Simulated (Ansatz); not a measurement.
# What LiY (built on the sites of a database entry of LiIn) distorts into, part 3 of 3

Which phase does LiY (built on the sites of a database entry of LiIn) fall into along its unstable mode, and how much energy does it gain?

Ansatz 0.2.0; DFT PBEsol, scalar-relativistic, plane waves, PAW.

So far. Step 5 (Energy along the mode, all amplitudes (two of the runs …): The lowest of the steps tried is at 0.45 Å, 24.2 meV/atom below the parent; the bottom of the well need not coincide with a step. Step 7 (The new phase in its own primitive cell): The largest force component left is 0.23 meV/Å and the pressure is -0.002 GPa, within the tolerances set. The cell now holds 25.02 Å³/atom. The relaxed cell has a = 5.474, c = 6.678 Å (conventional setting).

The structure was built from a prototype and need not be the compound's stable phase.

### 8. Modes of the new phase, k-mesh 8×8×6

A relaxed structure may still be a saddle point, so its zone-centre modes are computed. No field response is asked, since the mesh shows no gap.

The input, input.yaml:

```yaml
crystal:
  lattice:
    - [5.4742719021, 0.0, 0.0]
    - [0.0, 5.4742719021, 0.0]
    - [0.0, 0.0, 6.6779560602]
  atoms:
    - { symbol: Li, position: [0.2127428611, 0.2127428611, 0.0] }
    - { symbol: Li, position: [0.7872571389, 0.7872571389, 0.5] }
    - { symbol: Li, position: [0.7127428611, 0.2872571389, 0.25] }
    - { symbol: Li, position: [0.2872571389, 0.7127428611, 0.75] }
    - { symbol: "Y", position: [0.1799393788, 0.1799393788, 0.5] }
    - { symbol: "Y", position: [0.8200606212, 0.8200606212, 0.0] }
    - { symbol: "Y", position: [0.6799393788, 0.3200606212, 0.75] }
    - { symbol: "Y", position: [0.3200606212, 0.6799393788, 0.25] }
kpoints:
  mp_grid: { grid: [8, 8, 6] }
hamiltonian:
  xc: pbesol
scf:
  occupations: { method: methfessel_paxton, width: 0.2 }
output:
  eigenvalues: true
phonons:
  method: dfpt
```

Launch:

```sh
$ ansatz run input.yaml --threads 4 --pin off --max-ram 14336MiB --backend cpu --events-out ev --progress --plain --runs-dir out
```

Numbers of over 12 decimals in the logs are rounded to 6 here.

Output:

```text
[...]
Crystal: 8 atoms, lattice volume = 200.123 Å³
Basis set: ecut = 420 eV, 3899 PW (Γ), exchange–correlation on 80×80×96 points (8 copies of the dense FFT grid, shifted against one another)
Bands: 36, of which v1, the nominal top of the filled ones, is band 28 counted from 1 (27 counted from 0)
Symmetry: 8 space group operations
k-points: 196 of 384 (irreducible under 1 space group operation, time reversal used)
[...]
SCF iter   1: F=—  HF=-15990.197620 eV  |F-HF|=—  |Δ(HF+E_count)|=         —  Δρ=3.04e-3  dr2=1.87e-2  ethr=1.77e-3  ⟨swp⟩=6.0  Hψ=68605  notcnv=0
[...]
SCF iter   9: F=-15990.191215 eV  HF=-15990.191215 eV  |F-HF|=7.28e-12  |Δ(HF+E_count)|=  1.09e-11  S|Δr|=    0.00e0  Δρ=1.64e-8  dr2=4.41e-13  ethr=1.00e-12  ⟨swp⟩=9.9  Hψ=34988  notcnv=0
SCF 1 converged in 9 iterations: F = -15990.191215 eV  dr2 = 4.41e-13
[...]
DFPT response loops at Γ: preconditioner auto → Kerker (q_TF=auto, 2.207 Å⁻¹) (partly filled bands, converged f_vac=0.000); β = 1.00, the filter's whole step (`scf.mixing.beta` (0.50) is not read by the response loops under this deck's `scf.mixing.preconditioner`; to damp them name `kerker` or `kerker_dos`, under which they read `scf.mixing.beta`, and type it under 1.00, their step now; both keys bind the ground state too); Broyden in place of MSR1
SCF converged after 9 iterations
[...]
Free energy (F): -15990.191215 eV
[...]
Internal energy: -15990.212937 eV  (E = F + TS)
E sigma→0 (E₀):  -15990.196645 eV
Entropy (-TS):   0.021722 eV (2.715 meV/atom)
Fermi energy:    6.520539 eV
[...]
--- Band table (eV; the first three rows and the last of 196) ---
  k-point 0: bands = [... 24 lower, 5.8260, 5.9606, 6.4257, 6.5534, 6.6741, 6.6741, 6.7764, 7.0437, ... 12 higher]
  k-point 1: bands = [... 24 lower, 5.8559, 6.2113, 6.2192, 6.6953, 6.7053, 6.8053, 6.9414, 7.0869, ... 12 higher]
  k-point 2: bands = [... 24 lower, 5.7123, 5.9219, 6.5190, 6.8067, 6.9006, 6.9861, 7.0288, 7.1083, ... 12 higher]
  k-point 195: bands = [... 24 lower, 5.5248, 5.5248, 5.5248, 5.5248, 6.9026, 6.9026, 6.9026, 6.9026, ... 12 higher]
--- Phonons (Γ-DFPT): 4 representative perturbations + reference, on 196 of 384 k-points (Σ response iterations 12) ---
  k mesh reduced under 1 symmetry operation, with k and −k counted as one. Each operation leaves every solved perturbation unchanged. A smaller set is not used because it would not reduce the number of displacements times k-points to solve
  ASR residual: 4.760e-6 → 0.000e0 eV/Å²; symmetrization residual: 7.397e-7 eV/Å²
  ASR residual per site (eV/Å²): 4.76e-6 4.76e-6 4.76e-6 4.76e-6 2.08e-6 2.08e-6 2.08e-6 2.08e-6
  Γ frequencies (cm⁻¹): -38.01 0.00 0.00 0.00 70.83 70.83 81.26 106.74 108.87 115.69 129.77 129.77 205.70 210.51 210.51 221.92 299.04 305.78 305.78 318.80 323.23 337.19 338.69 338.69
  non-analytic LO–TO correction: not included (Born effective charges unavailable; polar crystals: no LO–TO splitting at Γ)
```

Wall time 4.1 min (4 threads of Arm Neoverse V1, shared host); peak memory 4.7 GiB; 16 min of CPU time.

Numbers from this step:

* sum-rule residual before enforcement: 4.76e-6 eV/Å²
* point group: 422
* highest optical mode at the zone centre (no LO-TO term): 338.7 cm⁻¹
* lowest optical zone-centre mode: -38.01 cm⁻¹

Patterns of degenerate modes are one choice out of their space. Modes at Γ, with each element's share of the kinetic energy (negative means imaginary):

| mode | frequency (cm⁻¹) | symmetry | Li % | Y % |
| --- | --- | --- | --- | --- |
| 1 | -38.0 | B1 | 11 | 89 |
| 2 | 0.0 | acoustic | 7 | 93 |
| 3 | 0.0 | acoustic | 7 | 93 |
| 4 | 0.0 | acoustic | 7 | 93 |
| 5 | 70.8 | E | 3 | 97 |
| 6 | 70.8 | E | 3 | 97 |
| 7 | 81.3 | A1 | 0 | 100 |
| 8 | 106.7 | B1 | 0 | 100 |
| 9 | 108.9 | A2 | 5 | 95 |
| 10 | 115.7 | B2 | 6 | 94 |
| 11 | 129.8 | E | 9 | 91 |
| 12 | 129.8 | E | 9 | 91 |
| 13 | 205.7 | B1 | 90 | 10 |
| 14 | 210.5 | E | 86 | 14 |
| 15 | 210.5 | E | 86 | 14 |
| 16 | 221.9 | A2 | 95 | 5 |
| 17 | 299.0 | A2 | 93 | 7 |
| 18 | 305.8 | E | 98 | 2 |
| 19 | 305.8 | E | 98 | 2 |
| 20 | 318.8 | A1 | 100 | 0 |
| 21 | 323.2 | B1 | 99 | 1 |
| 22 | 337.2 | B2 | 94 | 6 |
| 23 | 338.7 | E | 97 | 3 |
| 24 | 338.7 | E | 97 | 3 |

Displacements in mode 1 (-38.0 cm⁻¹), the largest set to 1:
```
Li1 -1.00  1.00  0.06
Li2  1.00 -1.00  0.06
Li3 -1.00 -1.00 -0.06
Li4  1.00  1.00 -0.06
Y5  -0.78  0.78 -0.27
Y6   0.78 -0.78 -0.27
Y7  -0.78 -0.78  0.27
Y8   0.78  0.78  0.27
```

Displacements in mode 23 (338.7 cm⁻¹), the largest set to 1:
```
Li1  0.02 -0.36 -0.25
Li2  0.02 -0.36  0.25
Li3 -0.93  1.00  0.04
Li4 -0.93  1.00 -0.04
Y5   0.04 -0.03  0.04
Y6   0.04 -0.03 -0.04
Y7   0.03 -0.02 -0.01
Y8   0.03 -0.02  0.01
```

Before it was imposed, the acoustic sum rule was missed by 4.8e-6 eV/Å². Small misses are needed for a sound result but don't prove that mesh and cutoff are converged. The lowest optical mode is imaginary, 38.0i cm⁻¹, so the energy falls along it.

### 9. What came out

```
unstable mode of the parent                                                      : q = (0, -0.5, -0.5), 61i cm⁻¹
depth at the lowest point sampled                                                : 24.2 meV/atom
largest atomic shift at that point                                               : 0.45 Å
space group reached (within 0.01 Å)                                              : P4_32_12
energy gained over the parent (first relaxation, on the mesh of the frozen mode) : 49.4 meV/atom
volume per atom, phase reached                                                   : 25.0 Å³
lowest optical zone-centre mode, phase reached                                   : -38.0 cm⁻¹
highest optical mode at the zone centre (no LO-TO term), phase reached           : 339 cm⁻¹
```

In words: Along this mode the structure falls into P4_32_12, 49.4 meV/atom below the parent. At the parent's cell the well is 24.19 meV/atom deep on the steps tried, with its lowest point at a shift of 0.45 Å. Relaxing atoms and cell changes the gain by +25.16 meV/atom against the lowest step (energies at zero smearing). The new phase still has an imaginary mode at the zone centre of its cell, so it is a saddle point on the way to a lower structure. Of the 6 patterns followed to their end from this parent, this one ends 45.1 meV/atom above the lowest, Pnma. Another end point lies within 1 meV/atom; how such a difference moves with mesh and cutoff was not tested. Each path keeps the symmetry of its pattern, so a lower phase may lie along a pattern not tried. With no gap, or one that is small against the smearing, the frequencies hang on the k mesh and the smearing, most of all near Kohn anomalies. The starting cell was built on a prototype and not taken from a measurement, so the phase need not exist.

[Logs are printed without paths, hosts, clocks, repeated set-up lines and the standing remarks that a program may print on its own settings, such as how far it seeks lower states.]

[Hosts, paths, dates, database ids (printed as entryN), source tags and the programs' standing remarks are cut or masked in the printed files.]
